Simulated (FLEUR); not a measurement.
# LuInCo4: parallel and opposed starts

Does LuInCo4 prefer parallel or opposed moments?

Method: PBEsol; all-electron FLAPW, Dirac cores, scalar-relativistic bands, in FLEUR MaX-R8.1.

**1. The starting structure**

It takes space group F-43m (No. 216, cubic). The conventional cell has a = 7.014 Å, b = 7.014 Å, c = 7.014 Å, α = 90.00°, β = 90.00°, γ = 90.00°. Nearest to Lu lie 12 Co at 2.91 Å and 4 In at 3.04 Å. Nearest to In lie 12 Co at 2.91 Å and 4 Lu at 3.04 Å. Nearest to Co lie 6 Co at 2.47 to 2.48 Å and 3 In at 2.91 Å and 3 Lu at 2.91 Å. Farther neighbours are not listed.

Coordinates:

```cif
data_structure
_symmetry_space_group_name_H-M 'P 1'
_symmetry_Int_Tables_number 1
_cell_length_a 4.9594
_cell_length_b 4.9594
_cell_length_c 4.9594
_cell_angle_alpha 60.000
_cell_angle_beta 60.000
_cell_angle_gamma 60.000
_cell_volume 86.25
loop_
_atom_site_label
_atom_site_type_symbol
_atom_site_fract_x
_atom_site_fract_y
_atom_site_fract_z
_atom_site_occupancy
Lu1 Lu 0.75000 0.75000 0.75000 1
In2 In 0.00000 0.00000 0.00000 1
Co3 Co 0.37476 0.87571 0.37476 1
Co4 Co 0.37476 0.37476 0.37476 1
Co5 Co 0.87571 0.37476 0.37476 1
Co6 Co 0.37476 0.37476 0.87571 1
```

The cell comes from a database of computed structures and need not be the stable phase.

**2. Run 1 (ferro ++++)**

The parallel start is the test of whether parallel moments hold.

inpgen writes inp.xml from crystal.txt; cutoffs, mixing, functional, smearing and local orbitals are then set in the file. The k list default-1 (kpts.xml, not shown) is a Γ-centred 8×8×8 mesh; where the ranks do not divide the number of points, some are split in two of half the weight.

Input file inp.xml:

```
<?xml version="1.0" encoding="UTF-8" standalone="no"?>
<fleurInput fleurInputVersion="0.39">
   <comment>
      LuInCo4
   </comment>
   <calculationSetup>
      <cutoffs Kmax="3.6" Gmax="10.8" GmaxXC="10.8" numbands="0"/>
      <scfLoop itmax="90" minDistance="0.00002" maxIterBroyd="15" imix="Anderson" alpha="0.05" precondParam="0.0" spinf="2.0" sdNocoIR="T"/>
      <coreElectrons ctail="T" frcor="F" kcrel="0" coretail_lmax="0"/>
      <xcFunctional name="PBEs" relativisticCorrections="F"/>
      <magnetism jspins="2"/>
      <soc l_soc="F" theta="0.0" phi="0.0" spav="F"/>
      <expertModes spex="0" secvar="F"/>
      <geometryOptimization l_f="F" forcealpha="1.0" forcemix="BFGS" epsdisp="0.00001" epsforce="0.00001"/>
      <ldaU l_linMix="F" mixParam="0.05" spinf="1.0"/>
   </calculationSetup>
   <cell>
      <bzIntegration valenceElectrons="106.0" mode="hist" fermiSmearingEnergy="0.00293995">
         <kPointListSelection listName="default-1"/>
         <xi:include xmlns:xi="http://www.w3.org/2001/XInclude" href="kpts.xml"> </xi:include>
      </bzIntegration>
      <xi:include xmlns:xi="http://www.w3.org/2001/XInclude" href="sym.xml"> </xi:include>
      <bulkLattice scale="1.0">
         <bravaisMatrix>
            <row-1>    0.0000000000000000     6.6269785011490114     6.6269785011490114</row-1>
            <row-2>    6.6269785011490114     0.0000000000000000     6.6269785011490114</row-2>
            <row-3>    6.6269785011490114     6.6269785011490114     0.0000000000000000</row-3>
         </bravaisMatrix>
      </bulkLattice>
   </cell>
   <atomSpecies>
      <species name="Lutetium (Lu)" element="Lu" atomicNumber="71">
         <mtSphere radius="2.8" gridPoints="925" logIncrement="0.014"/>
         <atomicCutoffs lmax="10" lnonsphr="8"/>
         <electronConfig flipSpins="F">
            <coreConfig>(1s1/2) (2s1/2) (2p1/2) (2p3/2) (3s1/2) (3p1/2) (3p3/2) (4s1/2) (3d3/2) (3d5/2) (4p1/2) (4p3/2) (4d3/2) (4d5/2)</coreConfig>
            <valenceConfig>(5s1/2) (5p1/2) (5p3/2) (6s1/2) (4f5/2) (4f7/2) (5d3/2) (5d5/2)</valenceConfig>
            <stateOccupation state="(5d3/2)" spinUp="0.200000" spinDown="0.200000"/>
            <stateOccupation state="(5d5/2)" spinUp="0.300000" spinDown="0.300000"/>
         </electronConfig>
         <energyParameters s="6" p="6" d="5" f="4"/>
         <lo type="SCLO" l="0" n="5" eDeriv="0"/>
         <lo type="SCLO" l="1" n="5" eDeriv="0"/>
      </species>
      <species name="Indium (In)" element="In" atomicNumber="49">
         <mtSphere radius="2.8" gridPoints="925" logIncrement="0.014"/>
         <atomicCutoffs lmax="10" lnonsphr="8"/>
         <electronConfig flipSpins="F">
            <coreConfig>(1s1/2) (2s1/2) (2p1/2) (2p3/2) (3s1/2) (3p1/2) (3p3/2) (4s1/2) (3d3/2) (3d5/2) (4p1/2) (4p3/2)</coreConfig>
            <valenceConfig>(5s1/2) (4d3/2) (4d5/2) (5p1/2) (5p3/2)</valenceConfig>
            <stateOccupation state="(5p1/2)" spinUp="0.166667" spinDown="0.166667"/>
            <stateOccupation state="(5p3/2)" spinUp="0.333333" spinDown="0.333333"/>
         </electronConfig>
         <energyParameters s="5" p="5" d="5" f="4"/>
         <lo type="SCLO" l="2" n="4" eDeriv="0"/>
      </species>
      <species name="Cobalt (Co2.000" element="Co" atomicNumber="27">
         <mtSphere radius="2.28" gridPoints="753" logIncrement="0.016"/>
         <atomicCutoffs lmax="8" lnonsphr="6"/>
         <electronConfig flipSpins="F">
            <coreConfig>(1s1/2) (2s1/2) (2p1/2) (2p3/2)</coreConfig>
            <valenceConfig>(3s1/2) (3p1/2) (3p3/2) (4s1/2) (3d3/2) (3d5/2)</valenceConfig>
            <stateOccupation state="(3d3/2)" spinUp="1.5" spinDown="1.3"/>
            <stateOccupation state="(3d5/2)" spinUp="3.0" spinDown="1.2"/>
         </electronConfig>
         <energyParameters s="4" p="4" d="3" f="4"/>
         <lo type="SCLO" l="0" n="3" eDeriv="0"/>
         <lo type="SCLO" l="1" n="3" eDeriv="0"/>
      </species>
   </atomSpecies>
   <atomGroups>
      <atomGroup species="Lutetium (Lu)">
         <relPos label="                   1">-1.000/4.000 -1.000/4.000 -1.000/4.000</relPos>
         <force calculate="T" relaxXYZ="TTT"/>
      </atomGroup>
      <atomGroup species="Indium (In)">
         <relPos label="                   2">.0000000000 .0000000000 .0000000000</relPos>
         <force calculate="T" relaxXYZ="TTT"/>
      </atomGroup>
      <atomGroup species="Cobalt (Co2.000">
         <relPos label="                   3">.3747620000 -.1242860000 .3747620000</relPos>
         <relPos label="                   4">.3747620000 .3747620000 .3747620000</relPos>
         <relPos label="                   5">-.1242860000 .3747620000 .3747620000</relPos>
         <relPos label="                   6">.3747620000 .3747620000 -.1242860000</relPos>
         <force calculate="T" relaxXYZ="TTT"/>
      </atomGroup>
   </atomGroups>
   <output dos="F" band="F" slice="F">
      <bandDOS minEnergy="-.5*Htr" maxEnergy="0.5*Htr" sigma="0.015" storeEVData="T"/>
      <plotting iplot="0" polar="F">
         <plot TwoD="T" vec1="  1.0  0.0  0.0" vec2="  0.0  1.0  0.0" vec3="  0.0  0.0  1.0" zero="  0.0  0.0  0.0" file="plot"/>
      </plotting>
      <moessbauerParams electricFieldGradient="F" isomerShift="F" coreHyperfine="F" valenceHyperfine="F"/>
   </output>
</fleurInput>
```

Input file crystal.txt:

```
LuInCo4
&input film=F cartesian=F /
0.00000000000  3.50684600000  3.50684600000
3.50684600000  0.00000000000  3.50684600000
3.50684600000  3.50684600000  0.00000000000
1.8897261246
1.0 1.0 1.0

6
71 0.75000000000  0.75000000000  0.75000000000
49 0.00000000000  0.00000000000  0.00000000000
27 0.37476200000  0.87571400000  0.37476200000 : 2.000
27 0.37476200000  0.37476200000  0.37476200000 : 2.000
27 0.87571400000  0.37476200000  0.37476200000 : 2.000
27 0.37476200000  0.37476200000  0.87571400000 : 2.000

&kpt div1=8 div2=8 div3=8 gamma=T /
```

Command:

```console
$ OMP_NUM_THREADS=1 inpgen -f crystal.txt > inpgen.log  # inp.xml is then edited as shown
$ OMP_NUM_THREADS=1 mpirun -n 4 fleur_MPI > fleur.log
```

The log of the run:

```text
Welcome to FLEUR        (www.flapw.de)
      MaX-Release 8.1          (www.max-centre.eu)

 ========== k-point set info ==========
 Selected k-point list: default-1
 k-point list type: mesh
 0 x 0 x 0
 Number of k points: 32

 ------------Calculation Setup---------------------------
 Number of MPI-tasks      :            4
 Number of PE/node        :            4
 Number of OMP-threads    :            1
 k-points in parallel     :            4
 pe's per k-point         :            1
 No of k-point loops      :            8
 Eigenvalue solver        :       lapack
 Number of basis functions:          531
 Approximate size of matrices (H+S) per k-point:         0.008 GB
 --------------------------------------------------------
 Iteration:     1   Distance:      18.46780956 me/bohr^3
 Iteration:     2   Distance:      15.11299720 me/bohr^3
 Iteration:     3   Distance:      10.45996091 me/bohr^3
 Iteration:     4   Distance:       7.29328568 me/bohr^3
 Iteration:     5   Distance:       4.34610960 me/bohr^3
 Iteration:     6   Distance:       2.11594555 me/bohr^3
 Iteration:     7   Distance:       2.24245243 me/bohr^3
 Iteration:     8   Distance:       1.32982219 me/bohr^3
 Iteration:     9   Distance:       1.07397046 me/bohr^3
 Iteration:    10   Distance:       0.77338090 me/bohr^3
 Iteration:    11   Distance:       0.71035445 me/bohr^3
 Iteration:    12   Distance:       0.25682173 me/bohr^3
 Iteration:    13   Distance:       0.32843198 me/bohr^3
 Iteration:    14   Distance:       0.19126276 me/bohr^3
 Iteration:    15   Distance:       0.07750120 me/bohr^3
 Iteration:    16   Distance:       0.07488468 me/bohr^3
 Iteration:    17   Distance:       0.06016827 me/bohr^3
 Iteration:    18   Distance:       0.05065703 me/bohr^3
 Iteration:    19   Distance:       0.02056416 me/bohr^3
 Iteration:    20   Distance:       0.00809703 me/bohr^3
 Iteration:    21   Distance:       0.00804728 me/bohr^3
 Iteration:    22   Distance:       0.00343118 me/bohr^3
 Iteration:    23   Distance:       0.00052193 me/bohr^3
 Iteration:    24   Distance:       0.00120582 me/bohr^3
 Iteration:    25   Distance:       0.00020878 me/bohr^3
 Iteration:    26   Distance:       0.00007664 me/bohr^3
 Iteration:    27   Distance:       0.00010247 me/bohr^3
 Iteration:    28   Distance:       0.00004051 me/bohr^3
 Iteration:    29   Distance:       0.00001775 me/bohr^3

 ********************************************************************
 Run finished successfully
 Stop message:
   all done
 ********************************************************************

--- out.xml (last complete iteration) ---
<iteration numberForCurrentRun="   29" overallNumber="   29">
         [... left out ...]
         <bandgap value="0.0009785952" units="eV"/>
         <sumValenceSingleParticleEnergies value="-63.4176275709" units="Htr"/>
         <FermiEnergy value="0.3449717450" units="Htr"/>
         <valenceDensity>
            <mtCharges spin="1">
               <mtCharge atomType="1" total="11.6920890" s="1.1587820" p="3.0903201" d="0.4411562" f="6.9934232"/>
               <mtCharge atomType="2" total="6.0071667" s="0.4949988" p="0.4797941" d="4.9967709" f="0.0267177"/>
               <mtCharge atomType="3" total="8.6455676" s="1.2099839" p="3.1711817" d="4.2522415" f="0.0092734"/>
            </mtCharges>
            <mtCharges spin="2">
               <mtCharge atomType="1" total="11.8747826" s="1.1722741" p="3.1204681" d="0.5844351" f="6.9903590"/>
               <mtCharge atomType="2" total="6.0639516" s="0.4751546" p="0.5409940" d="5.0109018" f="0.0285383"/>
               <mtCharge atomType="3" total="7.3334205" s="1.2099668" p="3.1857426" d="2.9260738" f="0.0092952"/>
            </mtCharges>
            <spinDependentCharge spin="1" total="55.3823420" interstitial="3.1008157" mtSpheres="52.2815263"/>
            <spinDependentCharge spin="2" total="50.6176580" interstitial="3.3452420" mtSpheres="47.2724161"/>
            <totalCharge value="106.0000000000"/>
         </valenceDensity>
         [... left out ...]
         <allElectronCharges>
            <spinDependentCharge spin="1" total="116.3823420" interstitial="3.1013844" mtSpheres="113.2809576"/>
            <spinDependentCharge spin="2" total="111.6176580" interstitial="3.3458136" mtSpheres="108.2718444"/>
            <totalCharge value="227.9999999808"/>
         </allElectronCharges>
         <magneticMomentsInMTSpheres units="muBohr">
            <globalMagMoment atomType="1" vec="0.00000   0.00000  -0.18269"/>
            <localMagMoment atomType="1" vec="0.00000   0.00000  -0.18269"/>
            <globalMagMoment atomType="2" vec="0.00000   0.00000  -0.05678"/>
            <localMagMoment atomType="2" vec="0.00000   0.00000  -0.05678"/>
            <globalMagMoment atomType="3" vec="0.00000   0.00000   1.31215"/>
            <localMagMoment atomType="3" vec="0.00000   0.00000   1.31215"/>
         </magneticMomentsInMTSpheres>
         <moessbauerParams unitsHFF="kG" unitsIS="e/bohr^3" unitsEFG="Htr/bohr^2">
         </moessbauerParams>
         <totalEnergy value="   -26026.3965654628" units="Htr">
            <sumOfEigenvalues value="   -15644.9179066998">
               <coreElectrons value="-15581.5002791289"/>
               <valenceElectrons value="-63.4176275709"/>
            </sumOfEigenvalues>
            <densityCoulombPotentialIntegral value="-42818.3550854976"/>
            <densityEffectivePotentialIntegral value="-43723.7381410257"/>
            <chargeDenXCDenIntegral value="-688.9942540019"/>
            <FockExchangeEnergyValence value="0.0000000000"/>
            <FockExchangeEnergyCore value="0.0000000000"/>
            <atomTypeDependentContributions atomType="1">
               <electronNucleiInteractionDifferentMTs value="18117.7854981255"/>
               <MadelungTerm value="-29.5187264974"/>
            </atomTypeDependentContributions>
            <atomTypeDependentContributions atomType="2">
               <electronNucleiInteractionDifferentMTs value="7132.3958571690"/>
               <MadelungTerm value="-16.7607676100"/>
            </atomTypeDependentContributions>
            <atomTypeDependentContributions atomType="3">
               <electronNucleiInteractionDifferentMTs value="6668.4570420842"/>
               <MadelungTerm value="-42.1271115520"/>
            </atomTypeDependentContributions>
            <tkbTimesEntropy value="0.0065795555"/>
            <freeEnergy value="-26026.4031450183"/>
            <extrapolationTo0K value="-26026.3998552405"/>
         </totalEnergy>
         <densityConvergence units="me/bohr^3">
            <chargeDensity spin="1" distance="0.0000101393"/>
            <chargeDensity spin="2" distance="0.0000088647"/>
            <overallChargeDensity distance="0.0000069156"/>
            <spinDensity distance="0.0000177469"/>
         </densityConvergence>
      </iteration>
```

Wall time 2.5 min (4 MPI ranks of Arm Neoverse V1, shared host); peak memory 0.37 GiB; 9.9 min of CPU time.

Spin moment in the muffin-tin sphere by atom:

| atom | spin moment in the muffin-tin sphere (μB) |
| --- | --- |
| Lu1 | -0.18 |
| In2 | -0.06 |
| Co3 | 1.31 |
| Co4 | 1.31 |
| Co5 | 1.31 |
| Co6 | 1.31 |

Read from the output:

| Item | Value |
| --- | --- |
| free energy | -708214.5086 eV |
| program's band gap on this mesh (in a metal only a level spacing) | 9.79e-4 eV |
| magnetization | 4.765 μB |
| final state | ferromagnetic, with opposed induced moments |

After 29 cycles the largest moment stands at 1.31 μB.

(Part 1 of 2 ends here.)

[Logs and program files are shortened in this print: banners, set-up blocks, solver, clock and traceback lines can be left out without a mark of their own.]

[Logs are printed without paths, hosts, clocks, repeated set-up lines and the standing remarks that a program may print on its own settings, such as how far it seeks lower states.]

[Hosts, paths, dates, database ids (printed as entryN), source tags and the programs' standing remarks are cut or masked in the printed files.]

[Where a cell is said to come from a database of computed structures, the database is the Materials Project.]
